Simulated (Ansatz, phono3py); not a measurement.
# KBr (Fm-3m): lattice thermal conductivity

How well does the lattice of KBr conduct heat?

Measurements to reproduce:
- thermal conductivity 3.4 W/m/K near room temperature (given in “Combining the AFLOW GIBBS and Elastic Libraries to efficiently and robustly screen thermo-mechanical properties of solids”, 2017, arXiv:1611.05714)
- thermal conductivity 3.4 W/m/K near room temperature (given in “Predicting the lattice thermal conductivity of solids by solving the Boltzmann transport equation: AFLOW - AAPL an automated, accurate and efficient framework”, 2017, arXiv:1611.05481)

Program: Ansatz 0.2.0. Level of theory: DFT LDA, scalar-relativistic, plane waves, PAW. Results are calculated unless marked as measured.

### Step 1. The structure

The structure is cubic, space group Fm-3m (No. 225). The conventional cell has a = 6.600 Å, b = 6.600 Å, c = 6.600 Å, α = 90.00°, β = 90.00°, γ = 90.00°. Nearest to K lie 6 Br at 3.30 Å. Br has 6 K at 3.30 Å nearest. Farther neighbours and most contacts between anions are not listed.

As a file:

```cif
data_structure
_symmetry_space_group_name_H-M 'P 1'
_symmetry_Int_Tables_number 1
_cell_length_a 4.6669
_cell_length_b 4.6669
_cell_length_c 4.6669
_cell_angle_alpha 60.000
_cell_angle_beta 60.000
_cell_angle_gamma 60.000
_cell_volume 71.87
loop_
_atom_site_label
_atom_site_type_symbol
_atom_site_fract_x
_atom_site_fract_y
_atom_site_fract_z
_atom_site_occupancy
K1 K 0.00000 0.00000 0.00000 1
Br2 Br 0.50000 0.50000 0.50000 1
```

### Step 2. A first coarse run

Before spending time, one coarse run tells the gap and the pressure of the starting cell.

File input.yaml:

```yaml
crystal:
  lattice:
    - [0.0, 3.3, 3.3]
    - [3.3, 0.0, 3.3]
    - [3.3, 3.3, 0.0]
  atoms:
    - { symbol: K, position: [0.0, 0.0, 0.0] }
    - { symbol: Br, position: [0.5, 0.5, 0.5] }
kpoints:
  mp_grid: { grid: [6, 6, 6] }
hamiltonian:
  xc: lda
scf:
  occupations: { method: gaussian, width: 0.1 }
output:
  forces: true
  stress: true
  eigenvalues: true
```

The run is started by

```
$ ansatz run input.yaml --threads 4 --pin off --max-ram 16384MiB --backend cpu --events-out ev --progress --plain --runs-dir out
```

Numbers of over 12 decimals in the logs are rounded to 6 here.

Output:

```text
Engine: ansatz 0.2.0, aarch64-unknown-linux-gnu
Pseudopotentials: kind: paw
Pseudopotential: K, paw, valence charge 9, recommended cutoff 420 eV (normal), K.paw.azcp
Pseudopotential: Br, paw, valence charge 7, recommended cutoff 420 eV (normal), Br.paw.azcp
Functional definition: SPW92
  exchange = slater_x
  correlation = pw_c
Crystal: 2 atoms, lattice volume = 71.874 Å³
Basis set: ecut = 420 eV, 1411 PW (Γ)
Bands: 12, of which v1, the nominal top of the filled ones, is band 8 counted from 1 (7 counted from 0)
Symmetry: 48 space group operations
Space group: Fm-3m (ITA 225), of the structure as read, at distance tolerance 4.2e-5 Å
k-points: 16 of 216
Non-local potential: K, projectors of the file, l = 0: 3, l = 1: 2, l = 2: 2
Non-local potential: Br, projectors of the file, l = 0: 2, l = 1: 2, l = 2: 2
PAW form: soft (Blöchl's): semilocal exchange-correlation on the pseudo side does not see the compensation charge
PAW frozen core: K, regenerated for the run's functional, and the local potential with it (the file was generated under x = pbe(κ = 0.804, μ = 0.219515), c = pbe(β = 0.066725))
PAW frozen core: Br, regenerated for the run's functional, and the local potential with it (the file was generated under x = pbe(κ = 0.804, μ = 0.219515), c = pbe(β = 0.066725))
PAW one-centre angular grid: K, 110 points (default); XC on 64 Gauss nodes
PAW one-centre angular grid: Br, 110 points (default); XC on 64 Gauss nodes
Initial density: superposition of atomic densities (neutral atoms: chi_scale 0, normalization atom), corrected by the library's trained network
Initial wavefunctions: pseudopotential atomic-orbital guess
Functional: x = slater, c = lda
SCF iter   1: F=—  HF=-4193.600113 eV  |F-HF|=—  |Δ(HF+E_count)|=         —  Δρ=4.66e-3  dr2=9.52e-3  ethr=1.77e-3  ⟨swp⟩=6.1  Hψ=1232  notcnv=0
preconditioner: auto → none  [insulator: Δε(μ)=3.992 eV  Ē_g=14.429 eV  σ=0.100 eV  W_gap=1.00  n_scr=14 (ndim 8)  ℏωp=16.4 eV  f_vac=0.056  D(μ)=0.00/eV (n_scr^D=0)  ε∞_Penn≈2.3]
SCF iter   2: F=—  HF=-4193.597278 eV  |F-HF|=—  |Δ(HF+E_count)|=   2.84e-3  Δρ=2.27e-3  dr2=1.78e-3  ethr=5.95e-5  ⟨swp⟩=1.9  Hψ=379  notcnv=0
SCF iter   3: F=—  HF=-4193.596833 eV  |F-HF|=—  |Δ(HF+E_count)|=   4.45e-4  Δρ=1.62e-4  dr2=1.24e-5  ethr=1.11e-5  ⟨swp⟩=1.0  Hψ=192  notcnv=0
SCF iter   4: F=—  HF=-4193.596835 eV  |F-HF|=—  |Δ(HF+E_count)|=   1.96e-6  Δρ=2.99e-5  dr2=4.67e-7  ethr=7.77e-8  ⟨swp⟩=2.0  Hψ=320  notcnv=0
iter 5 did not close the SCF: its close was put off for the readings that it lacked (scf_convergence_deferred on its scf_iter line)
SCF iter   5: F=-4193.596834 eV  HF=-4193.596834 eV  |F-HF|=1.13e-8  |Δ(HF+E_count)|=   1.77e-7  Δρ=1.44e-5  dr2=3.96e-8  ethr=2.92e-9  ⟨swp⟩=2.0  Hψ=292  notcnv=0
SCF iter   6: F=-4193.596834 eV  HF=-4193.596834 eV  |F-HF|=6.26e-9  |Δ(HF+E_count)|=   2.95e-9  Δρ=3.21e-6  dr2=8.44e-9  ethr=2.47e-10  ⟨swp⟩=3.7  Hψ=851  notcnv=0
SCF 1 converged in 6 iterations: F = -4193.596834 eV  dr2 = 8.44e-9
  greatest PAW one-centre occupation: 0.985 electrons in one spin orbital (limit 2), on the K atom at site 0 (counted from 0), in its partial waves of l = 0
SCF converged after 6 iterations
Free energy (F): -4193.596834 eV
Harris-Foulkes:  -4193.596834 eV  (|F-HF|=6.26e-9)
Internal energy: -4193.596834 eV  (E = F + TS)
E sigma→0 (E₀):  -4193.596834 eV
Fermi energy:    2.803775 eV
--- Per-component energies (eV) ---
  E_band       = -136.998587
  E_kinetic    = 387.767638
  E_local      = -841.624502  (includes V_loc(G=0)·N_el)
  E_nonlocal   = 87.034363
  E_hartree    = 270.620784
  E_xc         = -394.594866
  E_vxc        = -268.879608  (∫ρ·V_xc dr)
  E_paw        = -2903.278413  (= ΣΔE_a)
  E_vpaw       = -42.539569  (= ΣTr[D̂ρ^β])
  E_aug_tail   = -0.000004  (compensation charges beyond the density's cutoff)
  E_ewald      = -799.985846
  E_core_change = 0.464011  (= ΣΔE_core)
  E_smearing   = -0.000000  (= −TS)
  E_closure    = 0.000000  (closes the sum)
  Σ components = -4193.596834   (vs F -4193.596834, Δ=0.00e0)
--- Forces (eV/Å), atoms counted from 1 ---
  atom   1  K     -0.00000000     0.00000000     0.00000000
  atom   2  Br     0.00000000    -0.00000000    -0.00000000
  max |Σ_I F_I| component: 1.15e-30 eV/Å
--- Stress (GPa, compression-positive) ---
       -1.644176       0.000000      -0.000000
        0.000000      -1.644176       0.000000
       -0.000000       0.000000      -1.644176
  P = ⅓ Tr σ = -1.6442 GPa (-16.442 kbar)
--- Band table (eV; the first three rows and the last of 16) ---
  k-point 0: bands = [... 4 lower, -10.3458, 0.7872, 0.7872, 0.7872, 4.8176, 8.1438, 8.1438, 8.1438]
  k-point 1: bands = [... 4 lower, -10.2866, 0.3909, 0.6935, 0.6935, 5.4988, 7.9821, 8.4701, 8.4701]
  k-point 2: bands = [... 4 lower, -10.1768, -0.2120, 0.5184, 0.5184, 6.6294, 8.2109, 9.3400, 9.3400]
  k-point 15: bands = [... 4 lower, -10.2924, 0.0441, 0.2848, 0.3161, 7.0919, 8.3912, 8.7809, 9.7667]
```

Elapsed: 0.93 s, on 4 threads of Arm Neoverse V1, shared host; peak memory 0.29 GiB; 1.6 s of CPU time.

The column dr2 measures how far the density is from self-consistency, as an energy; F and HF (Harris–Foulkes) agree once it is small.

This step gave:

```yaml
pressure: -1.644 GPa
gap_on_the_k_mesh: 4.030 eV
volume_per_atom: 35.94 Å³
```

The start is under -1.6 GPa at this level and looks like an insulator or semiconductor on this mesh.

### Step 3. Relaxation

The vibrations must be taken about the equilibrium of this functional, not about the starting cell, so the structure is relaxed.

input.yaml, the sections that differ from step 2:

```yaml
scf:
  occupations: { method: gaussian, width: 0.02 }
relax:
  adjacent_minimum: "off"
  f_tol: 0.005
  max_steps: 80
  cell: { stress_tol: 0.05 }
# crystal, kpoints, hamiltonian, output: as in step 2
```

Output:

```text
[...]
Crystal: 2 atoms, lattice volume = 71.874 Å³
Basis set: ecut = 420 eV, 1411 PW (Γ)
Bands: 12, of which v1, the nominal top of the filled ones, is band 8 counted from 1 (7 counted from 0)
Symmetry: 48 space group operations
[...]
k-points: 16 of 216
[...]
SCF iter   1: F=—  HF=-4193.600107 eV  |F-HF|=—  |Δ(HF+E_count)|=         —  Δρ=4.66e-3  dr2=9.51e-3  ethr=1.77e-3  ⟨swp⟩=6.8  Hψ=1335  notcnv=0
[...]
SCF iter   6: F=-4193.596834 eV  HF=-4193.596834 eV  |F-HF|=6.56e-9  |Δ(HF+E_count)|=   2.85e-9  Δρ=3.18e-6  dr2=8.75e-9  ethr=2.44e-10  ⟨swp⟩=2.8  Hψ=666  notcnv=0
SCF 1 converged in 6 iterations: F = -4193.596834 eV  dr2 = 8.75e-9
[...]
relax step   1: F+E_penalty+E_count = -4193.59683445 eV  Δ(F+E_penalty+E_count) = +0.000e0 eV  max|allowed force component| = 5.785e-30 eV/Å  Δτ_max = 0.0000 Å  P = -1.644 GPa  Ω = 71.874 Å³  (6 SCF iters, dr2 threshold 1.00e-7 eV, accepted)
Crystal: 2 atoms, lattice volume = 68.326 Å³
Basis set: ecut = 420 eV, 1363 PW (Γ)
[...]
iter 1 solved again at ethr=9.46e-6 eV; its pass at ethr=3.10e-3 eV (dr2=1.51e-3 eV) is discarded
[...]
SCF iter   5: F=-4193.626539 eV  HF=-4193.626539 eV  |F-HF|=6.74e-9  |Δ(HF+E_count)|=   2.46e-8  Δρ=6.11e-6  dr2=1.44e-8  ethr=1.25e-9  ⟨swp⟩=6.2  Hψ=951  notcnv=0
SCF 2 converged in 5 iterations: F = -4193.626539 eV  dr2 = 1.44e-8
relax step   2: F+E_penalty+E_count = -4193.62653932 eV  Δ(F+E_penalty+E_count) = -2.970e-2 eV  max|allowed force component| = 5.752e-30 eV/Å  Δτ_max = 0.0000 Å  P = -0.972 GPa  Ω = 68.326 Å³  energy of the carried Pulay correction = +3.248e-4 eV  (5 SCF iters, dr2 threshold 2.00e-7 eV, accepted)
Crystal: 2 atoms, lattice volume = 63.781 Å³
Basis set: ecut = 420 eV, 1243 PW (Γ)
[...]
SCF iter   5: F=-4193.637892 eV  HF=-4193.637892 eV  |F-HF|=8.97e-9  |Δ(HF+E_count)|=   8.05e-8  Δρ=7.81e-6  dr2=2.01e-8  ethr=1.25e-9  ⟨swp⟩=6.5  Hψ=981  notcnv=0
SCF 3 converged in 5 iterations: F = -4193.637892 eV  dr2 = 2.01e-8
relax step   3: F+E_penalty+E_count = -4193.63789241 eV  Δ(F+E_penalty+E_count) = -1.135e-2 eV  max|allowed force component| = 4.585e-30 eV/Å  Δτ_max = 0.0000 Å  P = +0.291 GPa  Ω = 63.781 Å³  energy of the carried Pulay correction = +7.657e-4 eV  (5 SCF iters, dr2 threshold 2.00e-7 eV, accepted)
[...]
relax step   4: F+E_penalty+E_count = -4193.63858129 eV  Δ(F+E_penalty+E_count) = -6.889e-4 eV  max|allowed force component| = 2.643e-29 eV/Å  Δτ_max = 0.0000 Å  P = -0.032 GPa  Ω = 64.775 Å³  energy of the carried Pulay correction = +6.668e-4 eV  (4 SCF iters, dr2 threshold 2.00e-7 eV, accepted)
[...]
SCF iter   6: F=-4193.637932 eV  HF=-4193.637932 eV  |F-HF|=0.00e0  |Δ(HF+E_count)|=  7.28e-12  Δρ=5.02e-8  dr2=4.74e-13  ethr=1.00e-12  ⟨swp⟩=5.8  Hψ=767  notcnv=0
SCF 5 converged in 6 iterations: F = -4193.637932 eV  dr2 = 4.74e-13
relax step   5: F+E_penalty+E_count = -4193.63793232 eV  Δ(F+E_penalty+E_count) = +6.490e-4 eV  max|allowed force component| = 1.630e-29 eV/Å  Δτ_max = 0.0000 Å  P = -0.033 GPa  Ω = 64.775 Å³  stress off target by 3.34e-2 GPa  SCF on the basis re-selected at this cell (its energy is not comparable with the rows above)  (6 SCF iters)
basis re-selected at this cell: Δ(F+E_penalty+E_count) = +6.490e-4 eV, ΔP = -0.001 GPa vs the last step (what re-selecting the basis moved, of the pressure what is left beyond the Pulay correction that the steps carried, after the strain that the cell walked since its last selection, with what the two solves' SCF thresholds leave and, on support functions, any second-order correction that the steps lacked; it is no m [...]
SCF converged after 6 iterations
Free energy (F): -4193.637932 eV
[...]
Internal energy: -4193.637932 eV  (E = F + TS)
E sigma→0 (E₀):  -4193.637932 eV
Fermi energy:    3.700478 eV
[...]
--- Stress (GPa, compression-positive) ---
       -0.033350      -0.000000      -0.000000
       -0.000000      -0.033350      -0.000000
       -0.000000      -0.000000      -0.033350
  P = ⅓ Tr σ = -0.0334 GPa (-0.334 kbar)
--- Band table (eV; the first three rows and the last of 16) ---
  k-point 0: bands = [... 4 lower, -9.4063, 1.5424, 1.5424, 1.5424, 5.8585, 8.8947, 8.8947, 8.8947]
  k-point 1: bands = [... 4 lower, -9.3290, 1.0707, 1.4203, 1.4203, 6.6073, 8.7611, 9.2565, 9.2565]
  k-point 2: bands = [... 4 lower, -9.1847, 0.3593, 1.1956, 1.1956, 7.6836, 9.2220, 10.2247, 10.2247]
  k-point 15: bands = [... 4 lower, -9.3373, 0.6986, 0.9380, 1.0038, 7.8182, 9.5778, 9.7964, 10.9263]
--- Relaxed structure (4 steps of the walk, 4 accepted, 1 SCFs on fresh bases) ---
  F+E_penalty+E_count = -4193.63793232 eV   max|allowed force component| = 1.630e-29 eV/Å   (the final SCF, on the basis selected at the relaxed cell)
  cell:  # Å, volume = 64.7747 Å³
    - [0, 3.187561, 3.187561]
    - [3.187561, 0, 3.187561]
    - [3.187561, 3.187561, 0]
  atoms:
    - { symbol: K, position: [0, 0, 0] }
    - { symbol: Br, position: [0.500000, 0.500000, 0.500000] }
```

Elapsed: 1.8 s, on 4 threads; peak memory 0.31 GiB; 5.6 s of CPU time.

Step by step:

```
step  energy less that of the first step (eV)  largest force component (eV/Å)  pressure (GPa)  volume (Å³)
   1                                   0.0000                          0.0000           -1.64        71.87
   2                                  -0.0297                          0.0000           -0.97        68.33
   3                                  -0.0411                          0.0000            0.29        63.78
   4                                  -0.0417                          0.0000           -0.03        64.77
  5*                                  -0.0411                          0.0000           -0.03        64.77
```

Relaxation steps marked * repeat the geometry before them on a plane-wave basis chosen anew for their cell, so energy and pressure can jump there.

The run keeps the 48 symmetry operations that it works with, so distortions that break them were not tested.

```
conventional cell, symmetrised  before  after  change
                         a (Å)   6.600  6.375  -3.4 %
                         b (Å)   6.600  6.375  -3.4 %
                         c (Å)   6.600  6.375  -3.4 %
              volume (Å³/atom)   35.94  32.39  -9.9 %
```

Final coordinates:

```cif
data_structure
_symmetry_space_group_name_H-M 'P 1'
_symmetry_Int_Tables_number 1
_cell_length_a 4.5079
_cell_length_b 4.5079
_cell_length_c 4.5079
_cell_angle_alpha 60.000
_cell_angle_beta 60.000
_cell_angle_gamma 60.000
_cell_volume 64.77
loop_
_atom_site_label
_atom_site_type_symbol
_atom_site_fract_x
_atom_site_fract_y
_atom_site_fract_z
_atom_site_occupancy
K1 K 0.00000 0.00000 0.00000 1
Br2 Br 0.50000 0.50000 0.50000 1
```

Numbers from this step:

```
pressure          : -0.03335 GPa
gap on the k-mesh : 4.316 eV
volume per atom   : 32.39 Å³
```

The relaxation ends with a pressure of -0.03 GPa.

(Part 1 of 4 ends here.)

[Logs are printed without paths, hosts, clocks, repeated set-up lines and the standing remarks that a program may print on its own settings, such as how far it seeks lower states.]

[Hosts, paths, dates, database ids (printed as entryN), source tags and the programs' standing remarks are cut or masked in the printed files.]

[A step with changed settings may run another functional than the one named; its input shows which.]
